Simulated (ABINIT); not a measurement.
**How the form of the self-energy moves the gap of AlN (F-43m)**

How much does the gap of AlN (F-43m) depend on the approximation to the self-energy?

Method: PBE and many-body steps on it, plane waves, in ABINIT 10.8.3.

Report form: the programs' logs are mostly left out.

## (1) The starting structure

Symmetry: F-43m, No. 216, cubic system. Conventional cell: a = 4.368 Å, b = 4.368 Å, c = 4.368 Å, α = 90.00°, β = 90.00°, γ = 90.00°. Al has 4 N at 1.89 Å nearest. Nearest to N lie 4 Al at 1.89 Å. Farther neighbours and most contacts between anions are not listed.

The cell and positions are those that the Materials Project relaxed with its own functionals (PBE, PBE+U or r2SCAN), kept fixed. This is not the form that AlN usually takes at ambient conditions.

## (2) Empty states on the mesh, 8×8×8 mesh, 187 bands

This step: ABINIT 10.8.3; DFT, PBE, plane waves, norm-conserving pseudopotentials.

The sums over transitions need many empty states on a uniform mesh; this step solves for them.

run.abi

```
acell 3*1.0 Angstrom
rprim 
  -0.000000000000 2.183993559600 2.183993559600
  2.183993559600 -0.000000000000 2.183993559600
  2.183993559600 2.183993559600 -0.000000000000
ntypat 2
znucl 13 7
natom 2
typat 1 2
xred 
  0.000000000000 0.000000000000 0.000000000000
  0.750000000000 0.750000000000 0.750000000000
pp_dirpath "pseudos"
pseudos "Al.upf, N.upf"
ecut 36
ngkpt 8 8 8
nshiftk 1
shiftk 0 0 0
kptopt 1
chksymbreak 0
irdden 1
istwfk *1
nband 187
prtvol 0
optdriver 6
gwr_task "HDIAGO"
paral_kgb 0
occopt 1
indata_prefix "in"
outdata_prefix "out"
tmpdata_prefix "tmp"
```

The run is started by

```bash
$ OMP_NUM_THREADS=1 mpirun -n 8 abinit run.abi > log
```

It took 15 s on 8 MPI ranks of Intel Xeon Platinum 8488C (Sapphire Rapids), shared host; peak memory 1.2 GiB; 2 min of CPU time.

This step gave:

```yaml
gap: 3.325 eV
k_of_the_valence_top: 0, 0, 0
k_of_the_conduction_bottom: 0.5, 0.5, 0
least_direct_gap: 4.192 eV
k_points_computed: 29
lowest_point_of_the_top_converged_band_above_the_valence_top: 222.0670 eV
```

On this mesh the gap is 3.325 eV.

The density comes from a self-consistent run that is not shown.

## (3) Screening, 8×8×8 mesh, 179 bands, screening to 304.8 eV

The RPA dielectric matrix is built and inverted for each q.

This step: RPA screening on PBE, plane waves, norm-conserving pseudopotentials.

Edit run.abi of step 2 so:

```diff
@@ -20,10 +20,11 @@
 chksymbreak 0
-irdden 1
 istwfk *1
-nband 187
-prtvol 0
-optdriver 6
-gwr_task "HDIAGO"
-paral_kgb 0
 occopt 1
+irdwfk 1
+optdriver 3
+nband 179
+ecuteps 11.2
+inclvkb 2
+awtr 1
+symchi 1
 indata_prefix "in"
```

Wall time 4.7 min (8 MPI ranks); peak memory 2.9 GiB.

Numbers from this step:

| Quantity | Value |
| --- | --- |
| ε∞ with local fields, on this mesh, along the program's q direction | 4.270 |
| the same without local fields | 4.710 |
| plasma frequency | 23.01 eV |
| plane waves in the screening matrix | 259 |

Local fields lower ε∞ by 9 %.

## (4) G0W0, Godby-Needs plasmon pole

The self-energy is evaluated for the states that the input lists, and the levels follow from it, in one-shot runs by the linearised quasiparticle equation.

This step: G0W0 on PBE, plane waves, norm-conserving pseudopotentials.

Edit run.abi of step 3 so:

```diff
@@ -23,8 +23,17 @@
 irdwfk 1
-optdriver 3
+optdriver 4
 nband 179
+gwcalctyp 0
+ecutsigx 36
+symsigma 1
+nkptgw 2
+kptgw 
+  0.0000000000 0.0000000000 0.0000000000
+  0.5000000000 0.5000000000 0.0000000000
+bdgw 
+  2 8
+  3 6
 ecuteps 11.2
-inclvkb 2
-awtr 1
-symchi 1
+irdscr 1
+ppmodel 1
 indata_prefix "in"
```

Run time: 65 s. Hardware: 8 MPI ranks; peak memory 3.1 GiB; 8.7 min of CPU time.

Numbers from this step:

| Property | Result |
| --- | --- |
| G0W0 gap on the points computed | 4.605 eV |
| starting gap on the mesh | 3.325 eV |
| k of the valence top | 0, 0, 0 |
| k of the conduction bottom | 0.5, 0.5, 0 |
| Z at the valence top | 0.784 |
| Z at the conduction bottom | 0.836 |
| least direct G0W0 gap on the computed points | 5.615 eV |

The gap on the mesh goes from 3.32 eV to 4.60 eV, a correction of +1.28 eV.

## (5) G0W0, Hybertsen-Louie plasmon pole

Edit run.abi of step 4 so:

```diff
@@ -37,3 +37,3 @@
 irdscr 1
-ppmodel 1
+ppmodel 2
 indata_prefix "in"
```

Elapsed: 65 s, on 8 MPI ranks; peak memory 2.9 GiB.

Numbers from this step:

```yaml
g0w0_gap_on_the_points_computed: 4.939 eV
starting_gap_on_the_mesh: 3.325 eV
k_of_the_valence_top: 0, 0, 0
k_of_the_conduction_bottom: 0.5, 0.5, 0
z_at_the_valence_top: 0.823
z_at_the_conduction_bottom: 0.859
least_direct_g0w0_gap_on_the_computed_points: 5.768 eV
```

Against G0W0 in ABINIT (8×8×8 mesh, 179 bands, screening to 304.8 eV, Godby-Needs plasmon pole), the gap moves by +0.334 eV.

## (6) G0W0, von der Linden-Horsch plasmon pole

Edit run.abi of step 5 so:

```diff
@@ -37,3 +37,3 @@
 irdscr 1
-ppmodel 2
+ppmodel 3
 indata_prefix "in"
```

The job ended after 23 s (8 MPI ranks; peak memory 2.7 GiB).

This step gave:

- G0W0 gap on the points computed: 4.649 eV
- starting gap on the mesh: 3.325 eV
- k of the valence top: 0, 0, 0
- k of the conduction bottom: 0.5, 0.5, 0
- least direct G0W0 gap on the computed points: 5.737 eV

Against G0W0 in ABINIT (8×8×8 mesh, 179 bands, screening to 304.8 eV, Godby-Needs plasmon pole), the gap moves by +0.044 eV.

## (7) G0W0, Engel-Farid plasmon pole

Edit run.abi of step 6 so:

```diff
@@ -37,3 +37,3 @@
 irdscr 1
-ppmodel 3
+ppmodel 4
 indata_prefix "in"
```

Elapsed: 24 s, on 8 MPI ranks; peak memory 2.7 GiB; 3.1 min of CPU time.

This step gave:

* G0W0 gap on the points computed: 4.844 eV
* starting gap on the mesh: 3.325 eV
* k of the valence top: 0, 0, 0
* k of the conduction bottom: 0.5, 0.5, 0
* least direct G0W0 gap on the computed points: 5.764 eV

Against G0W0 in ABINIT (8×8×8 mesh, 179 bands, screening to 304.8 eV, Godby-Needs plasmon pole), the gap moves by +0.239 eV.

## (8) Side by side

Times are wall times on 8 MPI ranks of Intel Xeon Platinum 8488C (Sapphire Rapids), shared host, good to a factor of about two. A run's time includes the screening step that it read.

```tsv
run	mesh	bands	screening cutoff (eV)	DFT gap (eV)	gap on the mesh (eV)	direct (eV)	ε∞ used	time
G0W0, Godby-Needs plasmon pole	8×8×8	179	304.8	3.325	4.605	5.615	4.27	5.8 min
G0W0, Hybertsen-Louie plasmon pole	8×8×8	179	304.8	3.325	4.939	5.768	4.27	5.8 min
G0W0, von der Linden-Horsch plasmon pole	8×8×8	179	304.8	3.325	4.649	5.737	4.27	5.1 min
G0W0, Engel-Farid plasmon pole	8×8×8	179	304.8	3.325	4.844	5.764	4.27	5.1 min
```

## (9) Outcome

- G0W0, Godby-Needs plasmon pole: 4.605 eV
- G0W0, Hybertsen-Louie plasmon pole: 4.939 eV
- G0W0, von der Linden-Horsch plasmon pole: 4.649 eV
- G0W0, Engel-Farid plasmon pole: 4.844 eV
- known limits: not at the basis limit

G0W0, Hybertsen-Louie plasmon pole: +0.334 eV against G0W0, Godby-Needs plasmon pole. G0W0, von der Linden-Horsch plasmon pole: +0.044 eV against G0W0, Godby-Needs plasmon pole. G0W0, Engel-Farid plasmon pole: +0.239 eV against G0W0, Godby-Needs plasmon pole. Bands and cutoff are finite, so the gap is not at the basis limit. The miss can reach some tenths of an eV and take either sign; the mesh is an error of its own. In the G0W0 runs levels were corrected at 2 k points alone, so a gap called «on the mesh» is the least over those, and an edge elsewhere would be missed.

[Paths, hosts, dates, memory and timing lines, banners, echoed tables and standing remarks are left out of the program output.]

[Logs are printed without paths, hosts, clocks, repeated set-up lines and the standing remarks that a program may print on its own settings, such as how far it seeks lower states.]

[Runs of the session that timed out or met a known fault of the program may be left out.]

[Hosts, paths, dates, database ids (printed as entryN), source tags and the programs' standing remarks are cut or masked in the printed files.]

[G0W0 gaps are taken among the corrected bands and points alone; a level outside them can change the order at an edge.]

[Where Ansatz stands beside ABINIT at settings called matched, ABINIT's density can come from a denser mesh and the files from another edition; pairs whose starting gaps differed by over 0.03 eV were left out, so agreement reads better than it is.]
